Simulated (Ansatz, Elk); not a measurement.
**How far do independent atoms describe Li2ScBr4?**

Structure refinements treat a crystal as free atoms side by side. For a made-up structure of Li2ScBr4 (cell and positions from a PBE relaxation) the runs below show what the calculated density changes in F(hkl).

Program: Elk 11.2.3 (patched build). Level of theory: DFT, PBE, all-electron APW+lo, Dirac cores, scalar-relativistic bands, static density, no spin. Results are calculated unless marked as measured.

The structure was built from a prototype and need not be the compound's stable phase.

**1. The starting structure**

The structure is tetragonal, space group I4/mmm (No. 139). The conventional cell has a = 5.464 Å, b = 5.464 Å, c = 11.414 Å, α = 90.00°, β = 90.00°, γ = 90.00°. Br has 2 Sc at 2.73 Å and 2 Li at 2.85 Å nearest. Br has 4 Li at 2.73 Å and 1 Sc at 2.76 Å nearest. Sc has 6 Br at 2.73 to 2.76 Å nearest. Nearest to Li lie 6 Br at 2.73 to 2.85 Å. Farther neighbours and most contacts between anions are not listed.

**2. Ground state and structure factors**

An all-electron density is needed, since X-rays see the cores too. Task 0 finds the density and task 195 Fourier-transforms it; tshift is off so that phases refer to the origin typed.

elk.in

```
tasks
  0
  195

xctype
  20

spinpol
  .false.

rgkmax
  7.0

gmaxvr
  14.0

lmaxo
  7

lmaxapw
  8

swidth
  0.002

tshift
  .false.

ramdisk
  .false.

hmaxvr
  5.5

maxscl
  120

epspot
  1e-06

sppath
  './'

avec
  -5.16292778716 5.16292778716 10.78466196599
  5.16292778716 -5.16292778716 10.78466196599
  5.16292778716 5.16292778716 -10.78466196599

atoms
  3
  'Br.in'
  4
  0.5000000000 -0.0000000000 0.5000000000   0.000000 0.000000 0.000000
  -0.0000000000 0.5000000000 0.5000000000   0.000000 0.000000 0.000000
  0.2420932782 0.2420932782 -0.0000000000   0.000000 0.000000 0.000000
  0.7579067218 0.7579067218 -0.0000000000   0.000000 0.000000 0.000000
  'Sc.in'
  1
  -0.0000000000 -0.0000000000 0.0000000000   0.000000 0.000000 0.000000
  'Li.in'
  2
  0.7500000000 0.2500000000 0.5000000000   0.000000 0.000000 0.000000
  0.2500000000 0.7500000000 0.5000000000   0.000000 0.000000 0.000000

ngridk
  6 6 6
```

On the command line:

```
OMP_NUM_THREADS=4 elk
```

Numbers of over 12 decimals in the logs are rounded to 6 here.

The log of the run:

```text
┌─────────────────────────┐
│ Elk code version 11.2.3 │
└─────────────────────────┘

All units are atomic (Hartree, Bohr, etc.)

┌─────────────────────────────────────────────────┐
│ Ground-state run starting from atomic densities │
└─────────────────────────────────────────────────┘

Lattice vectors :
  -5.162927787       5.162927787       10.78466197
   5.162927787      -5.162927787       10.78466197
   5.162927787       5.162927787      -10.78466197

Reciprocal lattice vectors :
  0.4381330458E-17  0.6084905277      0.2913019122
  0.6084905277      0.4381330458E-17  0.2913019122
  0.6084905277      0.6084905277     -0.3399872711E-17

Unit cell volume      :    1149.896176
Brillouin zone volume :   0.2157153129

Muffin-tin inner radius fraction :   0.1000000000E-01

Nuclei treated as point charges

Species : 1 (Br)
 parameters loaded from : Br.in
 name : bromine
 nuclear charge    :   -35.00000000
 electronic charge :    35.00000000
 atomic mass :    145656.0816
 muffin-tin radius :    2.400000000
 number of radial points in muffin-tin :    993
 inner part over the whole radius :   0.9934012010E-02
 number on inner part of muffin-tin    :    703
 approximate nuclear radius :   0.7858070945E-04
 number of mesh points to nuclear radius :    344
 atomic positions (lattice), magnetic fields (Cartesian) :
  1 :   0.50000000  0.00000000  0.50000000    0.00000000  0.00000000  0.00000000
  2 :   0.00000000  0.50000000  0.50000000    0.00000000  0.00000000  0.00000000
  3 :   0.24209328  0.24209328  0.00000000    0.00000000  0.00000000  0.00000000
  4 :  -0.24209328 -0.24209328  0.00000000    0.00000000  0.00000000  0.00000000

Species : 2 (Sc)
 parameters loaded from : Sc.in
 name : scandium
 nuclear charge    :   -21.00000000
 electronic charge :    21.00000000
 atomic mass :    81949.61073
 muffin-tin radius :    2.400000000
 number of radial points in muffin-tin :    993
 inner part over the whole radius :   0.9898716403E-02
 number on inner part of muffin-tin    :    698
 approximate nuclear radius :   0.6711386133E-04
 number of mesh points to nuclear radius :    323
 atomic positions (lattice), magnetic fields (Cartesian) :
  1 :   0.00000000  0.00000000  0.00000000    0.00000000  0.00000000  0.00000000

Species : 3 (Li)
 parameters loaded from : Li.in
 name : lithium
 nuclear charge    :   -3.000000000
 electronic charge :    3.000000000
 atomic mass :    12652.66898
 muffin-tin radius :    1.800000000
 number of radial points in muffin-tin :    593
 inner part over the whole radius :   0.9806707936E-02
 number on inner part of muffin-tin    :    401
 approximate nuclear radius :   0.4000070961E-04
 number of mesh points to nuclear radius :    148
 atomic positions (lattice), magnetic fields (Cartesian) :
  1 :  -0.25000000  0.25000000  0.50000000    0.00000000  0.00000000  0.00000000
  2 :   0.25000000 -0.25000000  0.50000000    0.00000000  0.00000000  0.00000000

Total number of atoms per unit cell :    7
Total muffin-tin volume :    338.3872279
 ratio of muffin-tin to unit cell volume :   0.2942763311

Spin treatment :
 spin-unpolarised

Number of Bravais lattice symmetries :   16
Number of crystal symmetries         :   16
Crystal has inversion symmetry
Real symmetric eigensolver will be used

k-point grid :      6     6     6
k-point offset :    0.000000000       0.000000000       0.000000000
k-point set is reduced with full crystal symmetry group
Total number of k-points :       30

Muffin-tin radius times maximum |G+k| :    7.000000000
 using average radius
Maximum |G+k| for APW functions       :    3.141025641
Maximum (1/2)|G+k|²                   :    4.933021039
Maximum |G| for potential and density :    14.00000000
Constant for pseudocharge density :    8
 order of it for each species :   15  15  15
 order of it for pair densities of each species (exact exchange by exxq0 0: 16) :   11  11   5
Radial integration step length :    1

G-vector grid sizes :     60    60    60
Number of G-vectors :    53237

[...]
from k-point 23 to k-point 3
Estimated direct band gap   :   0.2511346001E-02
 at k-point 23

Charges :
 core                        :    82.00000000
 valence                     :    85.00000000
 interstitial                :    9.623637151
 muffin-tins (core leakage)
  species : 1 (Br)
   atom 1                    :    33.51587776     (  0.2293059256E-04)
[...]
species : 2 (Sc)
[...]
species : 3 (Li)
   atom 1                    :    2.078628288     (   0.000000000    )
   atom 2                    :    2.078628288     (   0.000000000    )
 total in muffin-tins        :    157.3763628
 total calculated charge     :    166.9995181
 total charge                :    167.0000000
 error                       :   0.4818834369E-03

RMS change in Kohn-Sham potential (target) :    7.128807124     (  0.1000000000E-05)
Absolute change in total energy (target)   :    7.613645620     (  0.1000000000E-03)

[... loops 3 to 14 left out ...]

┌──────────────────┐
│ Loop number : 15 │
└──────────────────┘

Energies :
 Fermi                       :     0.190396
 sum of occupied eigenvalues :     -6515.7207730563
 electron kinetic            :      11476.486063055
 core electron kinetic       :      10458.111377121
 Coulomb                     :     -22270.568236365
 Coulomb potential           :     -17456.051698655
 nuclear-nuclear             :     -1235.2814565848
 electron-nuclear            :     -24633.490069499
 Hartree                     :      3598.2032897184
 Madelung                    :     -13542.542387038
 xc potential                :     -536.15513745700
 exchange                    :     -404.23518888592
 correlation                 :     -7.912463
 electron entropic           :    -0.21061924104384E-02
 total energy                :     -11206.231931389

Density of states at Fermi energy :    168.2310299
 (states/Hartree/unit cell)

Estimated indirect band gap :   0.7115293541E-03
 from k-point 23 to k-point 3
Estimated direct band gap   :   0.1789374996E-02
 at k-point 23

Charges :
 core                        :    82.00000000
 valence                     :    85.00000000
 interstitial                :    9.505168105
 muffin-tins (core leakage)
  species : 1 (Br)
[...]
species : 2 (Sc)
[...]
species : 3 (Li)
   atom 1                    :    2.080131161     (   0.000000000    )
   atom 2                    :    2.080131161     (   0.000000000    )
 total in muffin-tins        :    157.4948319
 total calculated charge     :    166.9995318
 total charge                :    167.0000000
 error                       :   0.4681675046E-03

RMS change in Kohn-Sham potential (target) :   0.2254038971E-06 (  0.1000000000E-05)
Absolute change in total energy (target)   :   0.2860781206E-04 (  0.1000000000E-03)

Convergence targets achieved

┌──────────────────┐
│ Loop number : 16 │
└──────────────────┘

Energies :
 Fermi                       :     0.190396
 sum of occupied eigenvalues :     -6515.7207730318
 electron kinetic            :      11476.486062469
 core electron kinetic       :      10458.111376825
 Coulomb                     :     -22270.568236023
 Coulomb potential           :     -17456.051698164
 nuclear-nuclear             :     -1235.2814565848
 electron-nuclear            :     -24633.490069194
 Hartree                     :      3598.2032897553
 Madelung                    :     -13542.542386941
 xc potential                :     -536.15513733636
 exchange                    :     -404.23518886883
 correlation                 :     -7.912463
 electron entropic           :    -0.21061924228231E-02
 total energy                :     -11206.231931620

Density of states at Fermi energy :    168.2310303
 (states/Hartree/unit cell)

Estimated indirect band gap :   0.7115299810E-03
 from k-point 23 to k-point 3
Estimated direct band gap   :   0.1789376844E-02
 at k-point 23

Charges :
 core                        :    82.00000000
 valence                     :    85.00000000
 interstitial                :    9.505168076
 muffin-tins (core leakage)
  species : 1 (Br)
[...]
atom 3                    :    33.55124451     (  0.2297018192E-04)
   atom 4                    :    33.55124451     (  0.2297018192E-04)
  species : 2 (Sc)
   atom 1                    :    19.13200158     ( -0.2163124240E-06)
  species : 3 (Li)
   atom 1                    :    2.080131160     (   0.000000000    )
   atom 2                    :    2.080131160     (   0.000000000    )
 total in muffin-tins        :    157.4948319
 total calculated charge     :    166.9995318
 total charge                :    167.0000000
 error                       :   0.4681675467E-03

┌──────────────────────────────┐
│ Self-consistent loop stopped │
└──────────────────────────────┘

Wrote STATE.OUT
```

Wall time 46 s (4 threads of Intel Xeon 6975P-C (Granite Rapids), shared host); peak memory 0.32 GiB.

SFACRHO.OUT:

```text

h k l indices transformed by vhmat matrix:
   1.000000000       0.000000000       0.000000000    
   0.000000000       1.000000000       0.000000000    
   0.000000000       0.000000000       1.000000000    

      h      k      l  multipl.   |H|            Re(F)            Im(F)           |F|

      0      0      0      1   0.0000000       167.00000      0.41580013E-15   167.00000    
      1      1     -1      2  0.58260382       14.561810      0.16749950E-14   14.561810    
      0     -1      0      8  0.67462399       21.642362      0.11968511E-13   21.642362    
      0      0      1      4  0.86053556       13.372730     -0.20034990E-13   13.372730    
      0      2     -1      8   1.0392058      -99.063236      0.11287353E-13   99.063236    
      1      2     -1      8   1.0648812       7.4470513     -0.79790076E-14   7.4470513    
     -2     -2      2      2   1.1652076       134.31597      0.22065962E-14   134.31597    
     -1      1     -1      4   1.2169811       133.59098     -0.23171491E-13   133.59098    
      0      2      0      8   1.3492480       11.878469      0.30441336E-13   11.878469    
     -2      1      0     16   1.3914598       17.606023     -0.23937023E-13   17.606023    
     -2     -2      3      8   1.4485269       10.183049     -0.20599550E-13   10.183049    
     -2     -3      3      8   1.5785059       26.942939     -0.79790076E-14   26.942939    
      2      1     -3     16   1.6171008       6.1523842     -0.79790076E-14   6.1523842    
      1      3     -1      8   1.6848596       117.80563      0.15795487E-13   117.80563    
      2     -2      0      4   1.7210711       117.77082      0.48430083E-14   117.77082    
     -3     -3      3      2   1.7478115       12.383219     -0.42909108E-14   12.383219    
      1     -3      1      8   1.8170066       10.272025     -0.12668303E-13   10.272025    
      1     -2     -1      8   1.8485679       15.521398      0.39895038E-13   15.521398
```

Elk indexes on the primitive cell of elk.in and gives |H| = 4π sin θ/λ in inverse bohr. Below, one row stands for each form hkl of the conventional cell (m members, Friedel mates merged), F is for one primitive cell and the density is static (no thermal factor). Free-atom factors are Waasmaier and Kirfel's, and R is Σm||F|−|F'||/Σm|F|.

| hkl | m | sin θ/λ (Å⁻¹) | abs F, DFT | neutral atoms | diff. |
| --- | --- | --- | --- | --- | --- |
| 002 | 2 | 0.088 | 14.562 | 14.483 | +0.079 |
| 101 | 8 | 0.101 | 21.642 | 21.519 | +0.124 |
| 110 | 4 | 0.129 | 13.373 | 13.306 | +0.066 |
| 112 | 8 | 0.156 | 99.063 | 98.660 | +0.403 |
| 103 | 8 | 0.160 | 7.447 | 7.537 | -0.089 |
| 004 | 2 | 0.175 | 134.316 | 133.882 | +0.434 |
| 200 | 4 | 0.183 | 133.591 | 133.280 | +0.311 |
| 202 | 8 | 0.203 | 11.879 | 11.854 | +0.025 |
| 211 | 16 | 0.209 | 17.606 | 17.583 | +0.023 |
| 114 | 8 | 0.218 | 10.183 | 10.164 | +0.019 |
| 105 | 8 | 0.237 | 26.943 | 26.937 | +0.006 |
| 213 | 16 | 0.243 | 6.152 | 6.217 | -0.065 |
| 204 | 8 | 0.253 | 117.806 | 117.990 | -0.184 |
| 220 | 4 | 0.259 | 117.771 | 117.998 | -0.227 |
| 006 | 2 | 0.263 | 12.383 | 12.410 | -0.027 |
| 222 | 8 | 0.273 | 10.272 | 10.206 | +0.066 |
| 301 | 8 | 0.278 | 15.521 | 15.431 | +0.090 |
| 310 | 8 | 0.289 | 9.664 | 9.619 | +0.045 |

**3. The highest occupied states alone**

An energy window below the Fermi level keeps the highest occupied states, to see at which angles they scatter; shallow core shells can lie inside it and anion s states outside. No new self-consistency is needed.

Edit elk.in of step 2 so:

```diff
@@ -1,3 +1,2 @@
 tasks
-  0
   195
@@ -40,2 +39,5 @@
 
+wsfac
+  -0.177100 0.490400
+
 sppath
```

On the command line:

```
OMP_NUM_THREADS=4 elk
```

The log of the run:

```text
┌─────────────────────────────────┐
│ Elk code version 11.2.3 started │
└─────────────────────────────────┘

Info(readinput): the functional depends on the density's gradient
 muffin-tin radial points multiplied by    2.00000
 (not where nrmtscf is given)

┌────────────────────┐
│ Current task : 195 │
└────────────────────┘

Info(sfacrho): density structure factors written to SFACRHO.OUT

 Energy window :  -0.1771000000      0.4904000000

┌──────────────────┐
│ Elk code stopped │
└──────────────────┘
```

Elapsed: 11 s, on 4 threads; peak memory 0.22 GiB.

States within 10 eV below the Fermi level hold 25.00 electrons; any levels below the window count with the cores. Their amplitudes can exceed the total, where window and core parts have opposite phase:

| hkl | sin θ/λ (Å⁻¹) | abs F, window | abs F, all |
| --- | --- | --- | --- |
| 002 | 0.088 | 0.888 | 14.562 |
| 101 | 0.101 | 1.638 | 21.642 |
| 110 | 0.129 | 0.675 | 13.373 |
| 112 | 0.156 | 7.823 | 99.063 |
| 103 | 0.160 | 0.035 | 7.447 |
| 004 | 0.175 | 7.199 | 134.316 |
| 200 | 0.183 | 6.430 | 133.591 |
| 202 | 0.203 | 0.395 | 11.879 |
| 211 | 0.209 | 0.456 | 17.606 |
| 114 | 0.218 | 0.342 | 10.183 |

**4. Another functional**

The difference from free atoms is small, so it is set against the change that LDA (Perdew-Wang) makes.

Edit elk.in of step 3 so:

```diff
@@ -1,2 +1,3 @@
 tasks
+  0
   195
@@ -4,3 +5,3 @@
 xctype
-  20
+  3
 
@@ -39,5 +40,2 @@
 
-wsfac
-  -0.177100 0.490400
-
 sppath
```

On the command line:

```
OMP_NUM_THREADS=4 elk
```

The log of the run:

```text
┌─────────────────────────┐
│ Elk code version 11.2.3 │
└─────────────────────────┘

All units are atomic (Hartree, Bohr, etc.)

┌─────────────────────────────────────────────────┐
│ Ground-state run starting from atomic densities │
└─────────────────────────────────────────────────┘

Lattice vectors :
  -5.162927787       5.162927787       10.78466197
   5.162927787      -5.162927787       10.78466197
   5.162927787       5.162927787      -10.78466197

Reciprocal lattice vectors :
  0.4381330458E-17  0.6084905277      0.2913019122
[...]
atom 4                    :    33.52868487     (  0.1716619451E-04)
  species : 2 (Sc)
   atom 1                    :    19.14300421     ( -0.3512588664E-05)
  species : 3 (Li)
   atom 1                    :    2.082741996     (   0.000000000    )
   atom 2                    :    2.082741996     (   0.000000000    )
 total in muffin-tins        :    157.4192105
 total calculated charge     :    166.9995555
 total charge                :    167.0000000
 error                       :   0.4444682527E-03

┌──────────────────────────────┐
│ Self-consistent loop stopped │
└──────────────────────────────┘

Wrote STATE.OUT
[key lines of the parts left out:]
total energy                :     -11191.182390133
```

Elapsed: 31 s, on 4 threads; peak memory 0.3 GiB; 93 s of CPU time.

Against the first run R = 0.09 %; the largest change is -0.086 at 444.

**5. Basis size**

A smaller basis shows how fast F responds to it; the change is likely larger than the basis error of the first run, but doesn't show convergence.

Edit elk.in of step 4 so:

```diff
@@ -5,3 +5,3 @@
 xctype
-  3
+  20
 
@@ -11,3 +11,3 @@
 rgkmax
-  7.0
+  5.5
```

On the command line:

```
OMP_NUM_THREADS=4 elk
```

The log of the run:

```text
┌─────────────────────────┐
│ Elk code version 11.2.3 │
└─────────────────────────┘

All units are atomic (Hartree, Bohr, etc.)

┌─────────────────────────────────────────────────┐
│ Ground-state run starting from atomic densities │
└─────────────────────────────────────────────────┘

Lattice vectors :
  -5.162927787       5.162927787       10.78466197
   5.162927787      -5.162927787       10.78466197
   5.162927787       5.162927787      -10.78466197

Reciprocal lattice vectors :
  0.4381330458E-17  0.6084905277      0.2913019122
[...]
atom 4                    :    33.53245074     (  0.2294650684E-04)
  species : 2 (Sc)
   atom 1                    :    19.10235204     ( -0.2163151933E-06)
  species : 3 (Li)
   atom 1                    :    2.077764283     (   0.000000000    )
   atom 2                    :    2.077764283     (   0.000000000    )
 total in muffin-tins        :    157.3836400
 total calculated charge     :    166.9994809
 total charge                :    167.0000000
 error                       :   0.5190727661E-03

┌──────────────────────────────┐
│ Self-consistent loop stopped │
└──────────────────────────────┘

Wrote STATE.OUT
[key lines of the parts left out:]
total energy                :     -11206.179154449
```

It took 36 s on 4 threads; peak memory 0.29 GiB; 91 s of CPU time.

Against the first run R = 0.02 %; the largest change is +0.041 at 420.

**6. Settings against the effect**

| run | R against the first run (%) | R against neutral atoms, low angle (%) | wall time |
| --- | --- | --- | --- |
| PBE, rgkmax 7 | 0.00 | 0.29 | 46 s |
| LDA (Perdew-Wang) | 0.09 | 0.27 | 31 s |
| rgkmax 5.5 | 0.02 | 0.29 | 36 s |

**7. Results**

| Item | Value |
| --- | --- |
| R against neutral atoms, sin θ/λ < 0.3 Å⁻¹ | 0.29 % |
| R against neutral atoms, 0.3 to 0.66 Å⁻¹ | 0.24 % |

Independent neutral atoms miss the calculated amplitudes by R = 0.29 % below 0.3 Å⁻¹ and 0.24 % from there to 0.66 Å⁻¹; by shells, 0.55 % below 0.15 Å⁻¹ (3 forms), 0.28 % 0.15 to 0.3 (17 forms), 0.27 % 0.3 to 0.45 (33 forms), 0.23 % above 0.45 (96 forms). Bonding, aspherical density and the tables' own atoms all enter these figures, and the runs don't part them. The largest change of an amplitude is +0.43 electrons, at 004. The window's part falls from 25.0 electrons at the origin to at most 0.47 between 0.45 and 0.66 Å⁻¹. Below 0.3 Å⁻¹ the changes that finished (LDA (Perdew-Wang) and rgkmax 5.5) move F by R = 0.04 % at most, against the 0.29 % that separates it from free atoms. The k-mesh has no finished test. The electron count is odd, so without spin the run is a metal by force. Part of the difference isn't bonding: the tables are fits to free atoms and ions calculated by other methods than this functional. Thermal motion, anomalous dispersion and extinction are left out.

[Logs are printed without paths, hosts, clocks, repeated set-up lines and the standing remarks that a program may print on its own settings, such as how far it seeks lower states.]

[Hosts, paths, dates, database ids (printed as entryN), source tags and the programs' standing remarks are cut or masked in the printed files.]
